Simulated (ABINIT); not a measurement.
# Quasiparticle gap of MgO (Periclase) in ABINIT, part 3 of 3

Wanted: ground state, empty states, screening and self-energy for MgO (Periclase).

ABINIT 10.8.3; PBE and many-body steps on it, plane waves. Known limits of the many-body steps: not at the basis limit.

So far. Step 4 (Empty states on the mesh, 6×6×6 mesh, 154 bands): On this mesh the gap is 4.733 eV. Step 5 (Screening, 6×6×6 mesh, 146 bands, screening to 261.2 eV): Local fields lower ε∞ by 7 %.

The database entry behind the starting cell differs from later determinations by our own check (about 0.1 % long), so it need not match the best structure at ambient conditions.

**6. Self-energy, 6×6×6 mesh, 146 bands, screening to 261.2 eV**

The self-energy is evaluated for the states that the input lists, and the levels follow from it, in one-shot runs by the linearised quasiparticle equation.

This step: G0W0 on PBE, plane waves, norm-conserving pseudopotentials.

run.abi

```
acell 3*1.0 Angstrom
rprim 
  -0.000000000000 2.108500000000 2.108500000000
  2.108500000000 0.000000000000 2.108500000000
  2.108500000000 2.108500000000 0.000000000000
ntypat 2
znucl 12 8
natom 2
typat 1 2
xred 
  0.000000000000 0.000000000000 0.000000000000
  0.500000000000 0.500000000000 0.500000000000
pp_dirpath "pseudos"
pseudos "Mg.upf, O.upf"
ecut 38
ngkpt 6 6 6
nshiftk 1
shiftk 0 0 0
kptopt 1
chksymbreak 0
istwfk *1
occopt 1
irdwfk 1
optdriver 4
nband 146
gwcalctyp 0
ecutsigx 38
symsigma 1
nkptgw 1
kptgw 
  0.0000000000 0.0000000000 0.0000000000
bdgw 
  6 12
ecuteps 9.6
irdscr 1
ppmodel 1
indata_prefix "in"
outdata_prefix "out"
tmpdata_prefix "tmp"
```

Run with:

```
$ OMP_NUM_THREADS=1 mpirun -n 8 abinit run.abi > log
```

Numbers of over 12 decimals in the logs are rounded to 6 here.

Log:

```text
.Version 10.8.3 of ABINIT. v10.8.2 released Aug 2026.

 Symmetries : space group Fm -3 m (#225); Bravais cF (face-center cubic)
[... echo of the input left out ...]
== DATASET  1 ==================================================================
-   mpi_nproc: 8, omp_nthreads: 1 (-1 if OMP is not activated)

--- !DatasetInfo
iteration_state: {dtset: 1, }
dimensions: {natom: 2, nkpt: 16, mband: 146, nsppol: 1, nspinor: 1, nspden: 1, mpw: 1430, }
cutoff_energies: {ecut:  38.0, pawecutdg:  -1.0, }
electrons: {nelect:   1.60000000E+01, charge:   0.00000000E+00, occopt:   1.00000000E+00, tsmear:   1.00000000E-02, }

 SIGMA: Calculation of the GW corrections

 Based on a program developped by R.W. Godby, V. Olevano, G. Onida, and L. Reining.
 Incorporated in ABINIT by V. Olevano, G.-M. Rignanese, and M. Torrent.
.Using double precision arithmetic ; gwpc =  8

[... cell and pseudopotentials left out ...]
--------------------------------------------------------------------------------

 ==== K-mesh for the wavefunctions ====
 Number of points in the irreducible wedge :    16
[... list of points left out ...]
 Together with 48 symmetry operations and time-reversal symmetry
 yields   216 points in the full Brillouin Zone.

 ==== Q-mesh for screening function ====
 Number of points in the irreducible wedge :    16
[... list of points left out ...]
 Together with 48 symmetry operations and time-reversal symmetry
 yields   216 points in the full Brillouin Zone.

 vcoul_init : cutoff-mode = AUXILIARY_FUNCTION
 q-points for optical limit:   1
     1)      0.000010    0.000020    0.000030
 setmesh: FFT mesh size selected  =    32x   32x   32
          total number of points  =        32768

 Number of electrons calculated from density =   16.0000; Expected =   16.0000
 average of density, n =  0.126466
 r_s =    1.2359
 omega_plasma =   34.3038 [eV]

 === KS Band Gaps ===
  >>>> For spin  1
   Minimum direct gap =   4.7331 [eV], located at k-point      :   0.0000  0.0000  0.0000
   Fundamental gap    =   4.7331 [eV], Top of valence bands at :   0.0000  0.0000  0.0000
                                       Bottom of conduction at :   0.0000  0.0000  0.0000
 SIGMA fundamental parameters:
 PLASMON POLE MODEL  1
 number of plane-waves for SigmaX                 1411
 number of plane-waves for SigmaC and W            169
 number of plane-waves for wavefunctions          1411
 number of bands                                   146
 number of independent spin polarizations            1
 number of spinorial components                      1
 number of k-points in IBZ                          16
 number of q-points in IBZ                          16
 number of symmetry operations                      48
 number of k-points in BZ                          216
 number of q-points in BZ                          216
 number of frequencies for dSigma/dE                 9
 frequency step for dSigma/dE [eV]                0.25
 number of omega for Sigma on real axis              0
 max omega for Sigma on real axis  [eV]           0.00
 zcut for avoiding poles [eV]                     0.10

 EPSILON^-1 parameters (SCR file):
 dimension of the eps^-1 matrix on file            169
 dimension of the eps^-1 matrix used               169
 number of plane-waves for wavefunctions          1411
 number of bands                                   146
 number of q-points in IBZ                          16
 number of frequencies                               2
 number of real frequencies                          1
 number of imag frequencies                          1

 matrix elements of self-energy operator (all in [eV])

 Perturbative Calculation

--- !SelfEnergy_ee
iteration_state: {dtset: 1, }
kpoint     : [   0.000,    0.000,    0.000, ]
spin       : 1
KS_gap     :    4.733
QP_gap     :    7.053
Delta_QP_KS:    2.320
data: !SigmaeeData |
     Band     E0 <VxcDFT>   SigX SigC(E0)      Z dSigC/dE  Sig(E)    E-E0       E
        6   4.693 -20.107 -25.567   3.634   0.806  -0.241 -21.578  -1.471   3.222
        7   4.693 -20.107 -25.567   3.634   0.806  -0.241 -21.578  -1.471   3.222
        8   4.693 -20.107 -25.567   3.634   0.806  -0.241 -21.578  -1.471   3.222
        9   9.426 -13.453  -8.885  -3.574   0.854  -0.171 -12.604   0.849  10.275
       10  20.632  -9.568  -3.679  -4.676   0.864  -0.158  -8.520   1.048  21.680
       11  20.632  -9.568  -3.679  -4.676   0.864  -0.158  -8.520   1.048  21.680
       12  20.632  -9.568  -3.679  -4.676   0.864  -0.158  -8.520   1.048  21.680

== END DATASET(S) ==============================================================
================================================================================

 -outvars: echo values of variables after computation  --------
           etotal      0.0000000000E+00
            nband         146
             nkpt          16
          spgroup         225
 [... the other variables as echoed above ...]

 Calculation completed.
```

It took 4.3 s on 8 MPI ranks of Arm Neoverse V2, shared host; peak memory 1.2 GiB; 34 s of CPU time.

This step gave:

| Item | Value |
| --- | --- |
| G0W0 gap on the points computed | 7.053 eV |
| starting gap on the mesh | 4.733 eV |
| k of the valence top | 0, 0, 0 |
| k of the conduction bottom | 0, 0, 0 |
| Z at the valence top | 0.806 |
| Z at the conduction bottom | 0.854 |
| least direct G0W0 gap on the computed points | 7.053 eV |

The gap on the mesh goes from 4.73 eV to 7.05 eV, a correction of +2.32 eV.

Limits: finite bands, cutoff and mesh. v1 is the top filled band, c1 the lowest empty one. Levels before and after the correction, in eV, zero at the valence-band top of each column:

|  | conduction bottom | valence top |
| --- | --- | --- |
| Kohn-Sham | 4.73 | 0.00 |
| G0W0 | 7.05 | 0.00 |

|  | level | energy (eV) |
| --- | --- | --- |
| Kohn-Sham | Γ v3-v1 | 0.000 |
| Kohn-Sham | Γ c1 | 4.733 |
| Kohn-Sham | Γ c2-c4 | 15.939 |
| G0W0 | Γ v3-v1 | 0.000 |
| G0W0 | Γ c1 | 7.053 |
| G0W0 | Γ c2-c4 | 18.458 |

**7. Where the time went**

Times are wall times on 8 MPI ranks of Arm Neoverse V2, shared host, good to a factor of about two.

| step | time | share | memory (GiB) |
| --- | --- | --- | --- |
| ground state | 2.8 s | 5 % | 0.07 |
| bands along the symmetry lines | 2.4 s | 4 % | 0.07 |
| empty states on the mesh | 6 s | 10 % | 1.3 |
| screening | 46 s | 75 % | 1.5 |
| self-energy | 4.3 s | 7 % | 1.2 |

**8. Outcome**

```yaml
pbe_gap: 4.73 eV, direct
g0w0_gap_on_the_mesh: 7.05 eV
gw_settings: 6×6×6 mesh, 146 bands, screening to 261.2 eV, Godby-Needs plasmon pole
known_limits: not at the basis limit
```

G0W0 moves the gap on the mesh from 4.73 eV to 7.05 eV (+2.32 eV), with Z of 0.81 and 0.85 at the edges. Local fields lower the RPA ε∞ on this mesh from 3.26 to 3.04. Only 1 of the mesh's irreducible points was corrected, so a valley elsewhere could overtake. The dearest step here is «screening». Bands and cutoff are finite, so the gap is not at the basis limit. The miss can reach some tenths of an eV and take either sign; the mesh is an error of its own. In the G0W0 run levels were corrected at 1 k point alone, so a gap called «on the mesh» is the least over those, and an edge elsewhere would be missed.

[Paths, hosts, dates, memory and timing lines, banners, echoed tables and standing remarks are left out of the program output.]

[Logs are printed without paths, hosts, clocks, repeated set-up lines and the standing remarks that a program may print on its own settings, such as how far it seeks lower states.]

[Runs of the session that timed out or met a known fault of the program may be left out.]

[Hosts, paths, dates, database ids (printed as entryN), source tags and the programs' standing remarks are cut or masked in the printed files.]

[G0W0 gaps are taken among the corrected bands and points alone; a level outside them can change the order at an edge.]

[Where Ansatz stands beside ABINIT at settings called matched, ABINIT's density can come from a denser mesh and the files from another edition; pairs whose starting gaps differed by over 0.03 eV were left out, so agreement reads better than it is.]
